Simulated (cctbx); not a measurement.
**Resonant diffraction in Sm2AlSi2Sn2**

Space group P-1 (no. 2), a = 4.2580 Å, b = 5.7312 Å, c = 6.8420 Å, α = 79.61°, β = 89.65°, γ = 68.36°.

| atom | mult. | x | y | z | Ueq (Å²) |
| --- | --- | --- | --- | --- | --- |
| Sm1 | 2 | 0.6390 | 0.7466 | 0.3330 | 0.0152 |
| Sn1 | 2 | 0.3074 | 0.3891 | 0.1383 | 0.0238 |
| Si1 | 2 | 0.1147 | 0.8044 | 0.6452 | 0.0222 |
| Al1 | 1 | 0 | 0 | 0 | 0.0291 |

The model is made up (kin elements in a known structure type, no relaxation), so it says nothing on whether the phase exists.

Calculated with cctbx: free-atom f′ and f″ from the Sasaki tables, no fine structure; amplitudes in electrons.

| E (eV) | F 1 2 1 | F 1 1 0 | F 1 1 1 | F 1 0 0 |
| --- | --- | --- | --- | --- |
| 6116 | 72.9 | 68.5 | 15.6 | 62.7 |
| 6466 | 69.0 | 65.8 | 16.5 | 60.4 |
| 6596 | 65.9 | 63.4 | 17.1 | 58.4 |
| 6656 | 62.9 | 61.1 | 17.7 | 56.4 |
| 6686 | 60.2 | 59.0 | 18.2 | 54.7 |
| 6701 | 57.4 | 56.8 | 18.8 | 52.8 |
| 6708 | 55.0 | 54.9 | 19.3 | 51.2 |
| 6712 | 52.4 | 52.9 | 19.8 | 49.4 |
| 6720 | 53.9 | 54.6 | 19.5 | 50.9 |
| 6724 | 57.0 | 57.1 | 18.8 | 53.0 |
| 6731 | 59.7 | 59.1 | 18.3 | 54.8 |
| 6746 | 62.6 | 61.4 | 17.7 | 56.7 |
| 6776 | 65.4 | 63.6 | 17.1 | 58.5 |
| 6866 | 68.8 | 66.3 | 16.4 | 60.9 |
| 7116 | 70.9 | 67.9 | 16.0 | 62.2 |

**Question.** Which edge is crossed, and why do the reflections move as they do?

The L3 edge of Sm. The edge is at 6716 eV. f′ of Sm falls from -11.8 e at 6596 eV to -19.1 e at 4 eV below it, and f″ steps from 3.60 to 10.63 e across it. Over that approach |F| changes by -20 % (1 2 1), -17 % (1 1 0), +16 % (1 1 1) and -15 % (1 0 0): a reflection falls where Sm scatters in phase with the total and rises where it scatters against it; it hardly moves where the Sm term is small or cancels by symmetry. Above the edge the larger f″ enters the imaginary part, where it can add to or cancel the other atoms' f″. The structure is centrosymmetric, so Friedel mates stay equal.
